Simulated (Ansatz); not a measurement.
# H on Pt(100): change of the work function, part 2 of 4

Aim: the work function of Pt(100) at several coverages of H (hollow site), and the dipole that each adsorbate carries.

Ansatz 0.2.0; plane-wave DFT, PBE, Ansatz PAW.

So far, work function, upper face (eV): step 2 (the clean slab) 5.66.

**3. The covered slab, k-mesh 4×4×1, coverage 0.111 ML**

System of this step: HPt36 (H/Pt(100)). The cell holds 37 atoms: 36 Pt and 1 H. Cell: a = 8.316 Å, b = 8.316 Å, c = 24.538 Å, α = 90.0°, β = 90.0°, γ = 90.0°. Vacuum lies along c.

The clean slab as it ended is repeated in the plane and the adsorbate is set on one face; the cell's size fixes the coverage, and the k-mesh shrinks with it to keep the sampling density about even. Adsorbate and upper layers relax, since the dipole depends on the height.

File input.yaml:

```yaml
crystal:
  lattice:
    - [8.3155757469, 0.0, 0.0]
    - [0.0, 8.3155757469, 0.0]
    - [0.0, 0.0, 24.5384938827]
  atoms:
    - { symbol: Pt, position: [0.1666666667, 0.1666666667, 0.3667706764] }
    - { symbol: Pt, position: [0.0, 0.0, 0.4466451793] }
    - { symbol: Pt, position: [0.1666666667, 0.1666666667, 0.5283559097] }
    - { symbol: Pt, position: [0.0, 0.0, 0.6087779451] }
    - { symbol: Pt, position: [0.1666666667, 0.5, 0.3667706764] }
    - { symbol: Pt, position: [0.0, 0.3333333333, 0.4466451793] }
    - { symbol: Pt, position: [0.1666666667, 0.5, 0.5283559097] }
    - { symbol: Pt, position: [0.0, 0.3333333333, 0.6087779451] }
    - { symbol: Pt, position: [0.1666666667, 0.8333333333, 0.3667706764] }
    - { symbol: Pt, position: [0.0, 0.6666666667, 0.4466451793] }
    - { symbol: Pt, position: [0.1666666667, 0.8333333333, 0.5283559097] }
    - { symbol: Pt, position: [0.0, 0.6666666667, 0.6087779451] }
    - { symbol: Pt, position: [0.5, 0.1666666667, 0.3667706764] }
    - { symbol: Pt, position: [0.3333333333, 0.0, 0.4466451793] }
    - { symbol: Pt, position: [0.5, 0.1666666667, 0.5283559097] }
    - { symbol: Pt, position: [0.3333333333, 0.0, 0.6087779451] }
    - { symbol: Pt, position: [0.5, 0.5, 0.3667706764] }
    - { symbol: Pt, position: [0.3333333333, 0.3333333333, 0.4466451793] }
    - { symbol: Pt, position: [0.5, 0.5, 0.5283559097] }
    - { symbol: Pt, position: [0.3333333333, 0.3333333333, 0.6087779451] }
    - { symbol: Pt, position: [0.5, 0.8333333333, 0.3667706764] }
    - { symbol: Pt, position: [0.3333333333, 0.6666666667, 0.4466451793] }
    - { symbol: Pt, position: [0.5, 0.8333333333, 0.5283559097] }
    - { symbol: Pt, position: [0.3333333333, 0.6666666667, 0.6087779451] }
    - { symbol: Pt, position: [0.8333333333, 0.1666666667, 0.3667706764] }
    - { symbol: Pt, position: [0.6666666667, 0.0, 0.4466451793] }
    - { symbol: Pt, position: [0.8333333333, 0.1666666667, 0.5283559097] }
    - { symbol: Pt, position: [0.6666666667, 0.0, 0.6087779451] }
    - { symbol: Pt, position: [0.8333333333, 0.5, 0.3667706764] }
    - { symbol: Pt, position: [0.6666666667, 0.3333333333, 0.4466451793] }
    - { symbol: Pt, position: [0.8333333333, 0.5, 0.5283559097] }
    - { symbol: Pt, position: [0.6666666667, 0.3333333333, 0.6087779451] }
    - { symbol: Pt, position: [0.8333333333, 0.8333333333, 0.3667706764] }
    - { symbol: Pt, position: [0.6666666667, 0.6666666667, 0.4466451793] }
    - { symbol: Pt, position: [0.8333333333, 0.8333333333, 0.5283559097] }
    - { symbol: Pt, position: [0.6666666667, 0.6666666667, 0.6087779451] }
    - { symbol: H, position: [0.1666666667, 0.1666666667, 0.6332293236] }
kpoints:
  mp_grid: { grid: [4, 4, 1] }
hamiltonian:
  xc: pbe
scf:
  occupations: { method: fermi_dirac, width: 0.1 }
  convergence: { dr2_threshold: 1.0e-08 }
efield:
  axis: 3
  dipole_correction: true
  ramp_position: 0.97
  ramp_width: 0.06
relax:
  f_tol: 0.02
  max_steps: 60
  constraints:
    - { sites: [0, 1, 4, 5, 8, 9, 12, 13, 16, 17, 20, 21, 24, 25, 28, 29, 32, 33] }
output:
  write_potential: true
  write_density: true
  volumetric_format: npy
```

Command:

```
$ ansatz run input.yaml --threads 4 --pin off --max-ram 16384MiB --backend cpu --events-out ev --progress --plain --runs-dir out
```

The log of the run:

```text
[...]
Crystal: 37 atoms, lattice volume = 1696.807 Å³
Basis set: ecut = 420 eV, 33107 PW (Γ), exchange–correlation on 120×120×360 points (8 copies of the dense FFT grid, shifted against one another)
Bands: 390, of which v1, the nominal top of the filled ones, is band 325 counted from 1 (324 counted from 0)
Symmetry: 8 space group operations
[...]
k-points: 6 of 16
[...]
SCF iter   1: F=—  HF=-450830.405252 eV  |F-HF|=—  |Δ(HF+E_count)|=         —  Δρ=7.69e-3  dr2=6.45e0  ethr=1.77e-3  p=-0.011 e·Å  D=-1.15e-3 V/Å  ΔV_dip=0.03 eV  dr2_dipole=2.71e-1  V_vac-E_F(+/−)=5.21/5.18 eV  ⟨swp⟩=7.2  Hψ=9774  notcnv=0  defer=107
[...]
SCF iter  12: F=-450830.126856 eV  HF=-450830.126856 eV  |F-HF|=4.59e-8  |Δ(HF+E_count)|=   4.35e-8  Δρ=4.89e-7  dr2=6.89e-9  ethr=1.54e-12  p=0.002 e·Å  D=2.54e-4 V/Å  ΔV_dip=-0.01 eV  dr2_dipole=2.23e-12  V_vac-E_F(+/−)=5.65/5.66 eV  ⟨swp⟩=8.0  Hψ=16386  notcnv=0
SCF 1 converged in 12 iterations: F = -450830.126856 eV  dr2 = 6.89e-9
[...]
relax step   1: F+E_penalty+E_count = -450830.12685597 eV  Δ(F+E_penalty+E_count) = +0.000e0 eV  max|allowed force component| = 5.453e-1 eV/Å  Δτ_max = 0.0000 Å  (12 SCF iters, accepted)
[...]
SCF iter  11: F=-450830.134249 eV  HF=-450830.134249 eV  |F-HF|=3.75e-8  |Δ(HF+E_count)|=   9.98e-8  Δρ=5.61e-7  dr2=8.65e-9  ethr=1.54e-12  p=-0.002 e·Å  D=-1.86e-4 V/Å  ΔV_dip=0.00 eV  dr2_dipole=1.12e-10  V_vac-E_F(+/−)=5.66/5.66 eV  ⟨swp⟩=8.0  Hψ=15700  notcnv=0
SCF 2 converged in 11 iterations: F = -450830.134249 eV  dr2 = 8.65e-9
[...]
relax step   2: F+E_penalty+E_count = -450830.13424925 eV  Δ(F+E_penalty+E_count) = -7.393e-3 eV  max|allowed force component| = 3.997e-1 eV/Å  Δτ_max = 0.0760 Å  (11 SCF iters, accepted)
SCF iter   1: F=—  HF=-450830.158157 eV  |F-HF|=—  |Δ(HF+E_count)|=         —  Δρ=1.39e-3  dr2=1.41e-1  ethr=2.04e-4  p=-0.002 e·Å  D=-1.86e-4 V/Å  ΔV_dip=0.00 eV  dr2_dipole=3.72e-2  V_vac-E_F(+/−)=5.66/5.65 eV  ⟨swp⟩=2.8  Hψ=4056  notcnv=0  defer=198
[...]
SCF iter  11: F=-450830.151997 eV  HF=-450830.151997 eV  |F-HF|=1.22e-8  |Δ(HF+E_count)|=   4.02e-8  Δρ=1.75e-7  dr2=6.41e-10  ethr=1.54e-12  p=0.001 e·Å  D=6.62e-5 V/Å  ΔV_dip=-0.00 eV  dr2_dipole=2.64e-11  V_vac-E_F(+/−)=5.66/5.66 eV  ⟨swp⟩=8.2  Hψ=13606  notcnv=0
SCF 3 converged in 11 iterations: F = -450830.151997 eV  dr2 = 6.41e-10
[...]
relax step   3: F+E_penalty+E_count = -450830.15199677 eV  Δ(F+E_penalty+E_count) = -1.775e-2 eV  max|allowed force component| = 2.068e-2 eV/Å  Δτ_max = 0.0552 Å  (11 SCF iters, accepted)
SCF iter   1: F=—  HF=-450830.153455 eV  |F-HF|=—  |Δ(HF+E_count)|=         —  Δρ=8.75e-5  dr2=1.61e-4  ethr=3.44e-6  p=0.001 e·Å  D=6.62e-5 V/Å  ΔV_dip=-0.00 eV  dr2_dipole=4.15e-6  V_vac-E_F(+/−)=5.66/5.66 eV  ⟨swp⟩=2.0  Hψ=3824  notcnv=0  defer=198
[...]
SCF iter   7: F=-450830.152146 eV  HF=-450830.152146 eV  |F-HF|=2.62e-8  |Δ(HF+E_count)|=   4.49e-8  Δρ=4.05e-7  dr2=7.12e-9  ethr=1.54e-12  p=0.001 e·Å  D=6.04e-5 V/Å  ΔV_dip=-0.00 eV  dr2_dipole=6.19e-12  V_vac-E_F(+/−)=5.66/5.66 eV  ⟨swp⟩=9.0  Hψ=15134  notcnv=0
SCF 4 converged in 7 iterations: F = -450830.152146 eV  dr2 = 7.12e-9
relax step   4: F+E_penalty+E_count = -450830.15214608 eV  Δ(F+E_penalty+E_count) = -1.493e-4 eV  max|allowed force component| = 3.238e-3 eV/Å  Δτ_max = 0.0102 Å  (7 SCF iters, accepted)
NSCF: frozen V_eff on 6 k-points
[...]
SCF converged after 7 iterations
Free energy (F): -450830.152146 eV
[...]
Internal energy: -450828.099936 eV  (E = F + TS)
E sigma→0 (E₀):  -450829.126041 eV
Entropy (-TS):   -2.052210 eV (-55.465 meV/atom)
Fermi energy:    3.613142 eV
Dipole field:    D = 0.000062 V/Å  (p = 0.000577 e·Å, saw-weighted, corrected)
Work function:   Φ+ = 5.6553 eV   Φ− = 5.6568 eV
[...]
--- Forces (eV/Å), atoms counted from 1 ---
  atom   1  Pt     0.00000000     0.00000000    -0.09417439
  atom   2  Pt    -0.05415085    -0.05415085     0.06546691
  atom   3  Pt    -0.00000000     0.00000000     0.00103976
  atom   4  Pt     0.00323835     0.00323835     0.00162950
  atom   5  Pt     0.00000000     0.00784412    -0.10029071
  atom   6  Pt    -0.05415085     0.05415085     0.06546691
  atom   7  Pt     0.00000000    -0.00065085     0.00081408
  atom   8  Pt     0.00323835    -0.00323835     0.00162950
  atom   9  Pt     0.00000000    -0.00784412    -0.10029071
  atom  10  Pt    -0.05634683     0.00000000     0.10140433
  atom  11  Pt     0.00000000     0.00065085     0.00081408
  atom  12  Pt     0.00019150     0.00000000    -0.00160027
  atom  13  Pt     0.00784412     0.00000000    -0.10029071
  atom  14  Pt     0.05415085    -0.05415085     0.06546691
  atom  15  Pt    -0.00065085     0.00000000     0.00081408
  atom  16  Pt    -0.00323835     0.00323835     0.00162950
  atom  17  Pt    -0.01161426    -0.01161426    -0.07481617
  atom  18  Pt     0.05415085     0.05415085     0.06546691
  atom  19  Pt    -0.00052206    -0.00052206     0.00013505
  atom  20  Pt    -0.00323835    -0.00323835     0.00162950
  atom  21  Pt    -0.01161426     0.01161426    -0.07481617
  atom  22  Pt     0.05634683     0.00000000     0.10140433
  atom  23  Pt    -0.00052206     0.00052206     0.00013505
  atom  24  Pt    -0.00019150     0.00000000    -0.00160027
  atom  25  Pt    -0.00784412     0.00000000    -0.10029071
  atom  26  Pt     0.00000000    -0.05634683     0.10140433
  atom  27  Pt     0.00065085     0.00000000     0.00081408
  atom  28  Pt     0.00000000     0.00019150    -0.00160027
  atom  29  Pt     0.01161426    -0.01161426    -0.07481617
  atom  30  Pt     0.00000000     0.05634683     0.10140433
  atom  31  Pt     0.00052206    -0.00052206     0.00013505
  atom  32  Pt     0.00000000    -0.00019150    -0.00160027
  atom  33  Pt     0.01161426     0.01161426    -0.07481617
  atom  34  Pt    -0.00000000     0.00000000     0.12436208
  atom  35  Pt     0.00052206     0.00052206     0.00013505
  atom  36  Pt    -0.00000000     0.00000000    -0.00068606
  atom  37  H      0.00000000     0.00000000    -0.00151365
  max |Σ_I F_I| component: 1.36e-6 eV/Å
--- Band table (eV; the first three rows and the last of 6) ---
  k-point 0: bands = [... 321 lower, 3.2766, 3.3027, 3.5192, 3.5333, 3.5333, 3.5488, 3.5803, 3.6743, ... 61 higher]
  k-point 1: bands = [... 321 lower, 3.5217, 3.5290, 3.5953, 3.5957, 3.6144, 3.6253, 3.6339, 3.6466, ... 61 higher]
  k-point 2: bands = [... 321 lower, 3.5340, 3.5660, 3.5947, 3.6073, 3.6073, 3.6116, 3.6191, 3.7604, ... 61 higher]
  k-point 5: bands = [... 321 lower, 3.6288, 3.6306, 3.6454, 3.7616, 3.7616, 3.7767, 3.7776, 4.1415, ... 61 higher]
--- Relaxed structure (4 steps of the walk, 4 accepted, 0 SCFs on fresh bases) ---
  F+E_penalty+E_count = -450830.15214608 eV   max|allowed force component| = 3.238e-3 eV/Å
  atoms:
    - { symbol: Pt, position: [0.166667, 0.166667, 0.366771] }
    - { symbol: Pt, position: [1.666666e-11, 1.666666e-11, 0.4466451793] }
    - { symbol: Pt, position: [0.166667, 0.166667, 0.526987] }
    - { symbol: Pt, position: [0.000528078, 0.000528078, 0.610114] }
    - { symbol: Pt, position: [0.166667, 0.500000, 0.366771] }
    - { symbol: Pt, position: [1.666666e-11, 0.333333, 0.4466451793] }
    - { symbol: Pt, position: [0.166667, 0.500143, 0.528419] }
    - { symbol: Pt, position: [0.000528078, 0.332805, 0.610114] }
    - { symbol: Pt, position: [0.166667, 0.833333, 0.366771] }
    - { symbol: Pt, position: [1.666666e-11, 0.666667, 0.4466451793] }
    - { symbol: Pt, position: [0.166667, 0.833190, 0.528419] }
    - { symbol: Pt, position: [3.628586e-5, 0.666667, 0.608877] }
    - { symbol: Pt, position: [0.500000, 0.166667, 0.366771] }
    - { symbol: Pt, position: [0.333333, 1.666666e-11, 0.4466451793] }
    - { symbol: Pt, position: [0.500143, 0.166667, 0.528419] }
    - { symbol: Pt, position: [0.332805, 0.000528078, 0.610114] }
    - { symbol: Pt, position: [0.500000, 0.500000, 0.366771] }
    - { symbol: Pt, position: [0.333333, 0.333333, 0.4466451793] }
    - { symbol: Pt, position: [0.499406, 0.499406, 0.528773] }
    - { symbol: Pt, position: [0.332805, 0.332805, 0.610114] }
    - { symbol: Pt, position: [0.500000, 0.833333, 0.366771] }
    - { symbol: Pt, position: [0.333333, 0.666667, 0.4466451793] }
    - { symbol: Pt, position: [0.499406, 0.833927, 0.528773] }
    - { symbol: Pt, position: [0.333297, 0.666667, 0.608877] }
    - { symbol: Pt, position: [0.833333, 0.166667, 0.366771] }
    - { symbol: Pt, position: [0.666667, 1.666666e-11, 0.4466451793] }
    - { symbol: Pt, position: [0.833190, 0.166667, 0.528419] }
    - { symbol: Pt, position: [0.666667, 3.628586e-5, 0.608877] }
    - { symbol: Pt, position: [0.833333, 0.500000, 0.366771] }
    - { symbol: Pt, position: [0.666667, 0.333333, 0.4466451793] }
    - { symbol: Pt, position: [0.833927, 0.499406, 0.528773] }
    - { symbol: Pt, position: [0.666667, 0.333297, 0.608877] }
    - { symbol: Pt, position: [0.833333, 0.833333, 0.366771] }
    - { symbol: Pt, position: [0.666667, 0.666667, 0.4466451793] }
    - { symbol: Pt, position: [0.833927, 0.833927, 0.528773] }
    - { symbol: Pt, position: [0.666667, 0.666667, 0.608900] }
    - { symbol: H, position: [0.166667, 0.166667, 0.634497] }
```

Wall time 12 min (4 threads of Arm Neoverse V1, shared host); peak memory 11 GiB.

Step by step:

```tsv
step	energy less that of the first step (eV)	largest force component (eV/Å)
1	0.0000	0.5453
2	-0.0074	0.3997
3	-0.0251	0.0207
4	-0.0253	0.0032
```

The run keeps the 8 symmetry operations that the program found, so distortions that break them were not tested.

The atoms that moved most (Å):

```tsv
atom	dx	dy	dz	length
Pt3	0.000	0.000	-0.034	0.034
Pt20	-0.004	-0.004	0.033	0.033
Pt16	-0.004	0.004	0.033	0.033
Pt8	0.004	-0.004	0.033	0.033
Pt4	0.004	0.004	0.033	0.033
H37	0.000	0.000	0.031	0.031
Pt35	0.005	0.005	0.010	0.012
Pt23	-0.005	0.005	0.010	0.012
```

The relaxed structure:

```cif
data_structure
_symmetry_space_group_name_H-M 'P 1'
_symmetry_Int_Tables_number 1
_cell_length_a 8.3156
_cell_length_b 8.3156
_cell_length_c 24.5385
_cell_angle_alpha 90.000
_cell_angle_beta 90.000
_cell_angle_gamma 90.000
_cell_volume 1696.81
loop_
_atom_site_label
_atom_site_type_symbol
_atom_site_fract_x
_atom_site_fract_y
_atom_site_fract_z
_atom_site_occupancy
Pt1 Pt 0.16667 0.16667 0.36677 1
Pt2 Pt 0.00000 0.00000 0.44665 1
Pt3 Pt 0.16667 0.16667 0.52699 1
Pt4 Pt 0.00053 0.00053 0.61011 1
Pt5 Pt 0.16667 0.50000 0.36677 1
Pt6 Pt 0.00000 0.33333 0.44665 1
Pt7 Pt 0.16667 0.50014 0.52842 1
Pt8 Pt 0.00053 0.33281 0.61011 1
Pt9 Pt 0.16667 0.83333 0.36677 1
Pt10 Pt 0.00000 0.66667 0.44665 1
Pt11 Pt 0.16667 0.83319 0.52842 1
Pt12 Pt 0.00004 0.66667 0.60888 1
Pt13 Pt 0.50000 0.16667 0.36677 1
Pt14 Pt 0.33333 0.00000 0.44665 1
Pt15 Pt 0.50014 0.16667 0.52842 1
Pt16 Pt 0.33281 0.00053 0.61011 1
Pt17 Pt 0.50000 0.50000 0.36677 1
Pt18 Pt 0.33333 0.33333 0.44665 1
Pt19 Pt 0.49941 0.49941 0.52877 1
Pt20 Pt 0.33281 0.33281 0.61011 1
Pt21 Pt 0.50000 0.83333 0.36677 1
Pt22 Pt 0.33333 0.66667 0.44665 1
Pt23 Pt 0.49941 0.83393 0.52877 1
Pt24 Pt 0.33330 0.66667 0.60888 1
Pt25 Pt 0.83333 0.16667 0.36677 1
Pt26 Pt 0.66667 0.00000 0.44665 1
Pt27 Pt 0.83319 0.16667 0.52842 1
Pt28 Pt 0.66667 0.00004 0.60888 1
Pt29 Pt 0.83333 0.50000 0.36677 1
Pt30 Pt 0.66667 0.33333 0.44665 1
Pt31 Pt 0.83393 0.49941 0.52877 1
Pt32 Pt 0.66667 0.33330 0.60888 1
Pt33 Pt 0.83333 0.83333 0.36677 1
Pt34 Pt 0.66667 0.66667 0.44665 1
Pt35 Pt 0.83393 0.83393 0.52877 1
Pt36 Pt 0.66667 0.66667 0.60890 1
H37 H 0.16667 0.16667 0.63450 1
```

Read from the output:

```yaml
energy_at_zero_smearing: -450829.1260 eV
dipole_along_the_normal: 5.77e-4 e·Å
```

Running mean over 1.96 Å of the planar mean; the ramp of the sawtooth is left out. The electron's electrostatic potential energy less the Fermi level by z:

z (Å), electron's electrostatic potential energy less the Fermi level (eV) and a bar from the least value:
```
      3.0        5.7 ##############################
      3.5        5.7 ##############################
      4.0        5.7 ##############################
      4.5        5.7 ##############################
      5.0        5.7 ##############################
      5.5        5.6 ##############################
      6.0        5.6 ##############################
      6.5        5.5 ##############################
      7.0        5.0 #############################
      7.5        2.6 #########################
      8.0       -3.0 ###############
      8.5       -8.8 ######
      9.0      -11.3 #
      9.5      -11.8 #
     10.0      -12.0 
     10.5      -12.1 
     11.0      -12.1 
     11.5      -11.9 
     12.0      -11.7 #
     12.5      -11.9 
     13.0      -12.1 
     13.5      -11.8 
     14.0      -11.6 #
     14.5      -11.7 #
     15.0      -11.3 #
     15.5       -8.5 ######
     16.0       -2.6 ################
     16.5        2.9 #########################
     17.0        5.0 #############################
     17.5        5.5 ##############################
     18.0        5.6 ##############################
     18.5        5.6 ##############################
     19.0        5.7 ##############################
     19.5        5.7 ##############################
     20.0        5.7 ##############################
     20.5        5.7 ##############################
     21.0        5.7 ##############################
     21.5        5.7 ##############################
```

The relaxation took 4 steps and lowered the energy by 0.025 eV; the largest force on the free atoms ends at 0.0032 eV/Å.

The covered face has 5.66 eV, +0.00 eV against the clean one; the bare back face has moved by +0.00 eV, a measure of how thin the slab is.

(Part 2 of 4 ends here.)

[Long decimals in the printed logs are rounded to 6 places.]

[Logs are printed without paths, hosts, clocks, repeated set-up lines and the standing remarks that a program may print on its own settings, such as how far it seeks lower states.]

[Hosts, paths, dates, database ids (printed as entryN), source tags and the programs' standing remarks are cut or masked in the printed files.]

[Maps of the electrostatic potential energy from Ansatz leave out the sawtooth potential of an applied field or a dipole correction, so their vacuum need not be flat; planar profiles and work functions include it.]
